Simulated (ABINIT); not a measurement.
# Beyond one shot: CO2 (P4_2/mnm), part 2 of 3

How far does self-consistency move the gap of CO2 (P4_2/mnm)?

ABINIT 10.8.3; LDA and many-body steps on it, plane waves. Known limits of the many-body steps: not at the basis limit; coarse k mesh.

So far. Step 5 (evGW0, cycle 1): Against G0W0 in ABINIT (2×2×2 mesh, 71 bands, screening to 106.1 eV, Godby-Needs plasmon pole), the gap moves by +0.610 eV. This first cycle still uses the starting levels; it takes the full correction, at all points of the mesh, and its linearised value is 10.137 eV. Step 6 (evGW0, cycle 2): Against the cycle before, the gap moves by −0.212 eV.

## 7. evGW0, cycle 3

Level of this step: evGW0 on LDA, plane waves, norm-conserving pseudopotentials (ABINIT).

Input file run.abi:

```
acell 3*1.0 Angstrom
rprim 
  4.227212790000 0.000000000000 0.000000000000
  0.000000000000 4.227212790000 0.000000000000
  0.000000000000 0.000000000000 4.687771590000
ntypat 2
znucl 6 8
natom 6
typat 1 1 2 2 2 2
xred 
  0.500000000000 0.500000000000 0.500000000000
  0.000000000000 0.000000000000 0.000000000000
  0.304826860000 0.695173140000 0.500000000000
  0.695173140000 0.304826860000 0.500000000000
  0.195173140000 0.195173140000 0.000000000000
  0.804826860000 0.804826860000 0.000000000000
pp_dirpath "pseudos"
pseudos "C.upf, O.upf"
ecut 37
ngkpt 2 2 2
nshiftk 1
shiftk 0 0 0
kptopt 1
chksymbreak 0
istwfk *1
occopt 1
irdwfk 1
optdriver 4
nband 71
gwcalctyp 10
ecutsigx 37
symsigma 1
nkptgw 6
kptgw 
  0.0000000000 0.0000000000 0.0000000000
  0.5000000000 0.0000000000 0.0000000000
  0.5000000000 0.5000000000 0.0000000000
  0.0000000000 0.0000000000 0.5000000000
  0.5000000000 0.0000000000 0.5000000000
  0.5000000000 0.5000000000 0.5000000000
bdgw 
  5 22
  5 22
  5 22
  5 22
  5 22
  5 22
ecuteps 3.9
irdscr 1
ppmodel 1
irdqps 1
indata_prefix "in"
outdata_prefix "out"
tmpdata_prefix "tmp"
```

Launch:

```bash
OMP_NUM_THREADS=1 mpirun -n 8 abinit run.abi > log
```

Output:

```text
.Version 10.8.3 of ABINIT. v10.8.2 released Aug 2026.

 Symmetries : space group P4_2/m n m (#136); Bravais tP (primitive tetrag.)
[... echo of the input left out ...]
== DATASET  1 ==================================================================
-   mpi_nproc: 8, omp_nthreads: 1 (-1 if OMP is not activated)

--- !DatasetInfo
iteration_state: {dtset: 1, }
dimensions: {natom: 6, nkpt: 6, mband: 71, nsppol: 1, nspinor: 1, nspden: 1, mpw: 6088, }
cutoff_energies: {ecut:  37.0, pawecutdg:  -1.0, }
[...]
.  kptgw no:  4; Maximum DeltaE = (   0.010  -0.000) for band index: 17
.  kptgw no:  5; Maximum DeltaE = (  -0.009  -0.000) for band index: 15
.  kptgw no:  6; Maximum DeltaE = (  -0.009   0.000) for band index: 15

== END DATASET(S) ==============================================================
================================================================================

 -outvars: echo values of variables after computation  --------
           etotal      0.0000000000E+00
            nband          71
             nkpt           6
          spgroup         136
 [... the other variables as echoed above ...]

 Calculation completed.
```

Wall time 19 s (8 MPI ranks of Arm Neoverse V2, shared host); peak memory 2.3 GiB.

This step gave:

```
quasiparticle gap on the mesh                         : 10.54 eV
gap of the density functional on the mesh             : 6.325 eV
k of the valence top                                  : 0.5, 0.5, 0.5
k of the conduction bottom                            : 0, 0, 0
least direct quasiparticle gap on the computed points : 11.10 eV
```

Against the cycle before, the gap moves by +0.009 eV.

## 8. Screening, 2×2×2 mesh, 71 bands, screening to 106.1 eV

This step: RPA screening on LDA, plane waves, norm-conserving pseudopotentials.

Changes to run.abi since step 7:

```diff
@@ -27,26 +27,13 @@
 irdwfk 1
-optdriver 4
+optdriver 3
 nband 71
+ecuteps 3.9
+inclvkb 2
+awtr 1
+symchi 1
 gwcalctyp 10
-ecutsigx 37
-symsigma 1
-nkptgw 6
-kptgw 
-  0.0000000000 0.0000000000 0.0000000000
-  0.5000000000 0.0000000000 0.0000000000
-  0.5000000000 0.5000000000 0.0000000000
-  0.0000000000 0.0000000000 0.5000000000
-  0.5000000000 0.0000000000 0.5000000000
-  0.5000000000 0.5000000000 0.5000000000
-bdgw 
-  5 22
-  5 22
-  5 22
-  5 22
-  5 22
-  5 22
-ecuteps 3.9
-irdscr 1
-ppmodel 1
-irdqps 1
+mbpt_sciss 5.519 eV
+nqptdm 1
+qptdm 
+  0 0 0
 indata_prefix "in"
```

Output:

```text
.Version 10.8.3 of ABINIT. v10.8.2 released Aug 2026.

 Symmetries : space group P4_2/m n m (#136); Bravais tP (primitive tetrag.)
[... echo of the input left out ...]
== DATASET  1 ==================================================================
-   mpi_nproc: 8, omp_nthreads: 1 (-1 if OMP is not activated)

--- !DatasetInfo
iteration_state: {dtset: 1, }
dimensions: {natom: 6, nkpt: 6, mband: 71, nsppol: 1, nspinor: 1, nspden: 1, mpw: 6088, }
cutoff_energies: {ecut:  37.0, pawecutdg:  -1.0, }
electrons: {nelect:   3.20000000E+01, charge:   0.00000000E+00, occopt:   1.00000000E+00, tsmear:   1.00000000E-02, }

 SCREENING: Calculation of the susceptibility and dielectric matrices

 Based on a program developped by R.W. Godby, V. Olevano, G. Onida, and L. Reining.
 Incorporated in ABINIT by V. Olevano, G.-M. Rignanese, and M. Torrent.
.Using double precision arithmetic ; gwpc =  8

[... cell and pseudopotentials left out ...]
--------------------------------------------------------------------------------

 ==== K-mesh for the wavefunctions ====
 Number of points in the irreducible wedge :     6
[... list of points left out ...]
 Together with 16 symmetry operations and time-reversal symmetry
 yields     8 points in the full Brillouin Zone.

 ==== Q-mesh for the screening function ====
 Number of points in the irreducible wedge :     6
[... list of points left out ...]
 Together with 16 symmetry operations and time-reversal symmetry
 yields     8 points in the full Brillouin Zone.

 setmesh: FFT mesh size selected  =    30x   30x   36
          total number of points  =        32400

 vcoul_init : cutoff-mode = AUXILIARY_FUNCTION
 q-points for optical limit:   1
     1)      0.000010    0.000020    0.000030

 Dielectric matrix will be calculated only for some
 selected q points provided by the user through the input variables
 nqptdm and qptdm

- screening: taking advantage of time-reversal symmetry
- Maximum band index for partially occupied states nbvw = 16
- Remaining bands to be divided among processors   nbcw = 55
- Number of bands treated by each node ~6

 rdqps: reading QP wavefunctions of the previous step
        looking for file in_QPS
 file not found, 1st iteration initialized with KS eigenelements

 screening : performing a first self-consistency
 update of the energies in W by a scissor operator
 applying a scissor operator of [eV] :   5.519

 Number of electrons calculated from density =   32.0000; Expected =   32.0000
 average of density, n =  0.056608
 r_s =    1.6156
 omega_plasma =   22.9506 [eV]

 calculating chi0 at frequencies [eV] :
  1    0.000000E+00    0.000000E+00
  2    0.000000E+00    2.295065E+01

--------------------------------------------------------------------------------
  q-point number  1        q = ( 0.000000, 0.000000, 0.000000) [r.l.u.]
--------------------------------------------------------------------------------
[... chi0 elements left out ...]
 For q-point:  0.000010 0.000020 0.000030
  dielectric constant =   1.6646
  dielectric constant without local fields =   1.8808

  Average fulfillment of the sum rule on Im[epsilon] for q-point    1 :     53.70  [%]
[... wings left out ...]
== END DATASET(S) ==============================================================
================================================================================

 -outvars: echo values of variables after computation  --------
           etotal      0.0000000000E+00
            nband          71
             nkpt           6
          spgroup         136
 [... the other variables as echoed above ...]

 Calculation completed.
```

Elapsed: 4.5 s, on 8 MPI ranks; peak memory 1.4 GiB; 35 s of CPU time.

Numbers from this step:

```
ε∞ with local fields, on this mesh, along the program's q direction : 1.665
the same without local fields                                       : 1.881
plasma frequency                                                    : 22.95 eV
plane waves in the screening matrix                                 : 211
```

This screening uses the functional's bands under a rigid shift, the mean opening of the cycle before.

## 9. Screening, 2×2×2 mesh, 71 bands, screening to 106.1 eV

This step: RPA screening on LDA from quasiparticle energies, plane waves, norm-conserving pseudopotentials.

Changes to run.abi since step 8:

```diff
@@ -33,7 +33,11 @@
 symchi 1
+irdqps 1
 gwcalctyp 10
-mbpt_sciss 5.519 eV
-nqptdm 1
+nqptdm 5
 qptdm 
-  0 0 0
+  0.5000000000 0.0000000000 0.0000000000
+  0.5000000000 0.5000000000 0.0000000000
+  0.0000000000 0.0000000000 0.5000000000
+  0.5000000000 0.0000000000 0.5000000000
+  0.5000000000 0.5000000000 0.5000000000
 indata_prefix "in"
```

Input file mrgscr.stdin:

```
2
merged
q0_SCR
out_SCR
1
```

Launch:

```bash
OMP_NUM_THREADS=1 mpirun -n 8 abinit run.abi > log; mrgscr < mrgscr.stdin
```

Output:

```text
.Version 10.8.3 of ABINIT. v10.8.2 released Aug 2026.

 Symmetries : space group P4_2/m n m (#136); Bravais tP (primitive tetrag.)
[... echo of the input left out ...]
== DATASET  1 ==================================================================
-   mpi_nproc: 8, omp_nthreads: 1 (-1 if OMP is not activated)

--- !DatasetInfo
iteration_state: {dtset: 1, }
dimensions: {natom: 6, nkpt: 6, mband: 71, nsppol: 1, nspinor: 1, nspden: 1, mpw: 6088, }
cutoff_energies: {ecut:  37.0, pawecutdg:  -1.0, }
[...]
q-point number  1        q = ( 0.500000, 0.000000, 0.000000) [r.l.u.]
--------------------------------------------------------------------------------
[... chi0 elements left out ...]
  Average fulfillment of the sum rule on Im[epsilon] for q-point    2 :     62.93  [%]

--------------------------------------------------------------------------------
  q-point number  2        q = ( 0.500000, 0.500000, 0.000000) [r.l.u.]
--------------------------------------------------------------------------------
[... chi0 elements left out ...]
  Average fulfillment of the sum rule on Im[epsilon] for q-point    3 :     58.96  [%]

 [... 3 further q-points ...]
```

It took 3.5 s on 8 MPI ranks; peak memory 1.2 GiB.

This step gave:

- plasma frequency: 22.95 eV
- plane waves in the screening matrix: 211

This screening reads the quasiparticle levels of the cycle before.

## 10. evGW, cycle 1

This step: evGW on LDA, plane waves, norm-conserving pseudopotentials.

Changes to run.abi since step 9:

```diff
@@ -27,12 +27,10 @@
 irdwfk 1
-optdriver 3
+optdriver 4
 nband 71
-ecuteps 3.9
-inclvkb 2
-awtr 1
-symchi 1
-irdqps 1
 gwcalctyp 10
-nqptdm 5
-qptdm 
+ecutsigx 37
+symsigma 1
+nkptgw 6
+kptgw 
+  0.0000000000 0.0000000000 0.0000000000
   0.5000000000 0.0000000000 0.0000000000
@@ -42,2 +40,13 @@
   0.5000000000 0.5000000000 0.5000000000
+bdgw 
+  5 22
+  5 22
+  5 22
+  5 22
+  5 22
+  5 22
+ecuteps 3.9
+irdscr 1
+ppmodel 1
+irdqps 1
 indata_prefix "in"
```

Launch:

```bash
OMP_NUM_THREADS=1 mpirun -n 8 abinit run.abi > log
```

Output:

```text
.Version 10.8.3 of ABINIT. v10.8.2 released Aug 2026.

 Symmetries : space group P4_2/m n m (#136); Bravais tP (primitive tetrag.)
[... echo of the input left out ...]
== DATASET  1 ==================================================================
-   mpi_nproc: 8, omp_nthreads: 1 (-1 if OMP is not activated)

--- !DatasetInfo
iteration_state: {dtset: 1, }
dimensions: {natom: 6, nkpt: 6, mband: 71, nsppol: 1, nspinor: 1, nspden: 1, mpw: 6088, }
cutoff_energies: {ecut:  37.0, pawecutdg:  -1.0, }
[...]
.  kptgw no:  4; Maximum DeltaE = (   0.305  -0.000) for band index:  1
.  kptgw no:  5; Maximum DeltaE = (   0.309   0.000) for band index:  1
.  kptgw no:  6; Maximum DeltaE = (   0.302  -0.000) for band index:  1

== END DATASET(S) ==============================================================
================================================================================

 -outvars: echo values of variables after computation  --------
           etotal      0.0000000000E+00
            nband          71
             nkpt           6
          spgroup         136
 [... the other variables as echoed above ...]

 Calculation completed.
```

Elapsed: 19 s, on 8 MPI ranks; peak memory 2.3 GiB; 2.4 min of CPU time.

This step gave:

```yaml
quasiparticle_gap_on_the_mesh: 11.26 eV
gap_of_the_density_functional_on_the_mesh: 6.325 eV
k_of_the_valence_top: 0.5, 0.5, 0.5
k_of_the_conduction_bottom: 0, 0, 0
least_direct_quasiparticle_gap_on_the_computed_points: 11.84 eV
```

Against G0W0 in ABINIT (2×2×2 mesh, 71 bands, screening to 106.1 eV, Godby-Needs plasmon pole), the gap moves by +1.127 eV.

## 11. Screening, 2×2×2 mesh, 71 bands, screening to 106.1 eV

This step: RPA screening on LDA, plane waves, norm-conserving pseudopotentials.

Changes to run.abi since step 10:

```diff
@@ -27,26 +27,13 @@
 irdwfk 1
-optdriver 4
+optdriver 3
 nband 71
+ecuteps 3.9
+inclvkb 2
+awtr 1
+symchi 1
 gwcalctyp 10
-ecutsigx 37
-symsigma 1
-nkptgw 6
-kptgw 
-  0.0000000000 0.0000000000 0.0000000000
-  0.5000000000 0.0000000000 0.0000000000
-  0.5000000000 0.5000000000 0.0000000000
-  0.0000000000 0.0000000000 0.5000000000
-  0.5000000000 0.0000000000 0.5000000000
-  0.5000000000 0.5000000000 0.5000000000
-bdgw 
-  5 22
-  5 22
-  5 22
-  5 22
-  5 22
-  5 22
-ecuteps 3.9
-irdscr 1
-ppmodel 1
-irdqps 1
+mbpt_sciss 6.259 eV
+nqptdm 1
+qptdm 
+  0 0 0
 indata_prefix "in"
```

Output:

```text
.Version 10.8.3 of ABINIT. v10.8.2 released Aug 2026.

 Symmetries : space group P4_2/m n m (#136); Bravais tP (primitive tetrag.)
[... echo of the input left out ...]
== DATASET  1 ==================================================================
-   mpi_nproc: 8, omp_nthreads: 1 (-1 if OMP is not activated)

--- !DatasetInfo
iteration_state: {dtset: 1, }
dimensions: {natom: 6, nkpt: 6, mband: 71, nsppol: 1, nspinor: 1, nspden: 1, mpw: 6088, }
cutoff_energies: {ecut:  37.0, pawecutdg:  -1.0, }
[...]
[... chi0 elements left out ...]
 For q-point:  0.000010 0.000020 0.000030
  dielectric constant =   1.6446
  dielectric constant without local fields =   1.8473

  Average fulfillment of the sum rule on Im[epsilon] for q-point    1 :     55.02  [%]
[... wings left out ...]
== END DATASET(S) ==============================================================
================================================================================

 -outvars: echo values of variables after computation  --------
           etotal      0.0000000000E+00
            nband          71
             nkpt           6
          spgroup         136
 [... the other variables as echoed above ...]

 Calculation completed.
```

It took 4.6 s on 8 MPI ranks; peak memory 1.4 GiB; 36 s of CPU time.

This step gave:

```yaml
eps_infinity_with_local_fields_on_this_mesh_along_the_program_s_q_direction: 1.645
the_same_without_local_fields: 1.847
plasma_frequency: 22.95 eV
plane_waves_in_the_screening_matrix: 211
```

This screening uses the functional's bands under a rigid shift, the mean opening of the cycle before.

## 12. Screening, 2×2×2 mesh, 71 bands, screening to 106.1 eV

This step: RPA screening on LDA from quasiparticle energies, plane waves, norm-conserving pseudopotentials.

Changes to run.abi since step 11:

```diff
@@ -33,7 +33,11 @@
 symchi 1
+irdqps 1
 gwcalctyp 10
-mbpt_sciss 6.259 eV
-nqptdm 1
+nqptdm 5
 qptdm 
-  0 0 0
+  0.5000000000 0.0000000000 0.0000000000
+  0.5000000000 0.5000000000 0.0000000000
+  0.0000000000 0.0000000000 0.5000000000
+  0.5000000000 0.0000000000 0.5000000000
+  0.5000000000 0.5000000000 0.5000000000
 indata_prefix "in"
```

mrgscr.stdin is that of step 9.

Launch:

```bash
OMP_NUM_THREADS=1 mpirun -n 8 abinit run.abi > log; mrgscr < mrgscr.stdin
```

Output:

```text
.Version 10.8.3 of ABINIT. v10.8.2 released Aug 2026.

 Symmetries : space group P4_2/m n m (#136); Bravais tP (primitive tetrag.)
[... echo of the input left out ...]
== DATASET  1 ==================================================================
-   mpi_nproc: 8, omp_nthreads: 1 (-1 if OMP is not activated)

--- !DatasetInfo
iteration_state: {dtset: 1, }
dimensions: {natom: 6, nkpt: 6, mband: 71, nsppol: 1, nspinor: 1, nspden: 1, mpw: 6088, }
cutoff_energies: {ecut:  37.0, pawecutdg:  -1.0, }
[...]
q-point number  1        q = ( 0.500000, 0.000000, 0.000000) [r.l.u.]
--------------------------------------------------------------------------------
[... chi0 elements left out ...]
  Average fulfillment of the sum rule on Im[epsilon] for q-point    2 :     64.55  [%]

--------------------------------------------------------------------------------
  q-point number  2        q = ( 0.500000, 0.500000, 0.000000) [r.l.u.]
--------------------------------------------------------------------------------
[... chi0 elements left out ...]
  Average fulfillment of the sum rule on Im[epsilon] for q-point    3 :     60.36  [%]

 [... 3 further q-points ...]
```

Elapsed: 3.5 s, on 8 MPI ranks; peak memory 1.2 GiB; 26 s of CPU time.

This step gave:

```
plasma frequency                    : 22.95 eV
plane waves in the screening matrix : 211
```

This screening reads the quasiparticle levels of the cycle before.

## 13. evGW, cycle 2

This step: evGW on LDA, plane waves, norm-conserving pseudopotentials.

Changes to run.abi since step 12:

```diff
@@ -27,12 +27,10 @@
 irdwfk 1
-optdriver 3
+optdriver 4
 nband 71
-ecuteps 3.9
-inclvkb 2
-awtr 1
-symchi 1
-irdqps 1
 gwcalctyp 10
-nqptdm 5
-qptdm 
+ecutsigx 37
+symsigma 1
+nkptgw 6
+kptgw 
+  0.0000000000 0.0000000000 0.0000000000
   0.5000000000 0.0000000000 0.0000000000
@@ -42,2 +40,13 @@
   0.5000000000 0.5000000000 0.5000000000
+bdgw 
+  5 22
+  5 22
+  5 22
+  5 22
+  5 22
+  5 22
+ecuteps 3.9
+irdscr 1
+ppmodel 1
+irdqps 1
 indata_prefix "in"
```

Launch:

```bash
OMP_NUM_THREADS=1 mpirun -n 8 abinit run.abi > log
```

Output:

```text
.Version 10.8.3 of ABINIT. v10.8.2 released Aug 2026.

 Symmetries : space group P4_2/m n m (#136); Bravais tP (primitive tetrag.)
[... echo of the input left out ...]
== DATASET  1 ==================================================================
-   mpi_nproc: 8, omp_nthreads: 1 (-1 if OMP is not activated)

--- !DatasetInfo
iteration_state: {dtset: 1, }
dimensions: {natom: 6, nkpt: 6, mband: 71, nsppol: 1, nspinor: 1, nspden: 1, mpw: 6088, }
cutoff_energies: {ecut:  37.0, pawecutdg:  -1.0, }
[...]
.  kptgw no:  4; Maximum DeltaE = (   0.023  -0.000) for band index:  3
.  kptgw no:  5; Maximum DeltaE = (   0.017   0.000) for band index:  3
.  kptgw no:  6; Maximum DeltaE = (  -0.038   0.004) for band index:  5

== END DATASET(S) ==============================================================
================================================================================

 -outvars: echo values of variables after computation  --------
           etotal      0.0000000000E+00
            nband          71
             nkpt           6
          spgroup         136
 [... the other variables as echoed above ...]

 Calculation completed.
```

Elapsed: 20 s, on 8 MPI ranks; peak memory 2.3 GiB; 2.6 min of CPU time.

Numbers from this step:

- quasiparticle gap on the mesh: 11.33 eV
- gap of the density functional on the mesh: 6.325 eV
- k of the valence top: 0.5, 0.5, 0.5
- k of the conduction bottom: 0, 0, 0
- least direct quasiparticle gap on the computed points: 11.90 eV

Against the cycle before, the gap moves by +0.067 eV.

## 14. Screening, 2×2×2 mesh, 71 bands, screening to 106.1 eV

This step: RPA screening on LDA, plane waves, norm-conserving pseudopotentials.

Changes to run.abi since step 13:

```diff
@@ -27,26 +27,13 @@
 irdwfk 1
-optdriver 4
+optdriver 3
 nband 71
+ecuteps 3.9
+inclvkb 2
+awtr 1
+symchi 1
 gwcalctyp 10
-ecutsigx 37
-symsigma 1
-nkptgw 6
-kptgw 
-  0.0000000000 0.0000000000 0.0000000000
-  0.5000000000 0.0000000000 0.0000000000
-  0.5000000000 0.5000000000 0.0000000000
-  0.0000000000 0.0000000000 0.5000000000
-  0.5000000000 0.0000000000 0.5000000000
-  0.5000000000 0.5000000000 0.5000000000
-bdgw 
-  5 22
-  5 22
-  5 22
-  5 22
-  5 22
-  5 22
-ecuteps 3.9
-irdscr 1
-ppmodel 1
-irdqps 1
+mbpt_sciss 6.318 eV
+nqptdm 1
+qptdm 
+  0 0 0
 indata_prefix "in"
```

Output:

```text
.Version 10.8.3 of ABINIT. v10.8.2 released Aug 2026.

 Symmetries : space group P4_2/m n m (#136); Bravais tP (primitive tetrag.)
[... echo of the input left out ...]
== DATASET  1 ==================================================================
-   mpi_nproc: 8, omp_nthreads: 1 (-1 if OMP is not activated)

--- !DatasetInfo
iteration_state: {dtset: 1, }
dimensions: {natom: 6, nkpt: 6, mband: 71, nsppol: 1, nspinor: 1, nspden: 1, mpw: 6088, }
cutoff_energies: {ecut:  37.0, pawecutdg:  -1.0, }
[...]
[... chi0 elements left out ...]
 For q-point:  0.000010 0.000020 0.000030
  dielectric constant =   1.6431
  dielectric constant without local fields =   1.8447

  Average fulfillment of the sum rule on Im[epsilon] for q-point    1 :     55.13  [%]
[... wings left out ...]
== END DATASET(S) ==============================================================
================================================================================

 -outvars: echo values of variables after computation  --------
           etotal      0.0000000000E+00
            nband          71
             nkpt           6
          spgroup         136
 [... the other variables as echoed above ...]

 Calculation completed.
```

Elapsed: 4.7 s, on 8 MPI ranks; peak memory 1.4 GiB.

This step gave:

* ε∞ with local fields, on this mesh, along the program's q direction: 1.643
* the same without local fields: 1.845
* plasma frequency: 22.95 eV
* plane waves in the screening matrix: 211

This screening uses the functional's bands under a rigid shift, the mean opening of the cycle before.

[end of part 2 of 3]

[Paths, hosts, dates, memory and timing lines, banners, echoed tables and standing remarks are left out of the program output.]

[Logs are printed without paths, hosts, clocks, repeated set-up lines and the standing remarks that a program may print on its own settings, such as how far it seeks lower states.]

[Runs of the session that timed out or met a known fault of the program may be left out.]

[Hosts, paths, dates, database ids (printed as entryN), source tags and the programs' standing remarks are cut or masked in the printed files.]

[G0W0 gaps are taken among the corrected bands and points alone; a level outside them can change the order at an edge.]

[Where Ansatz stands beside ABINIT at settings called matched, ABINIT's density can come from a denser mesh and the files from another edition; pairs whose starting gaps differed by over 0.03 eV were left out, so agreement reads better than it is.]
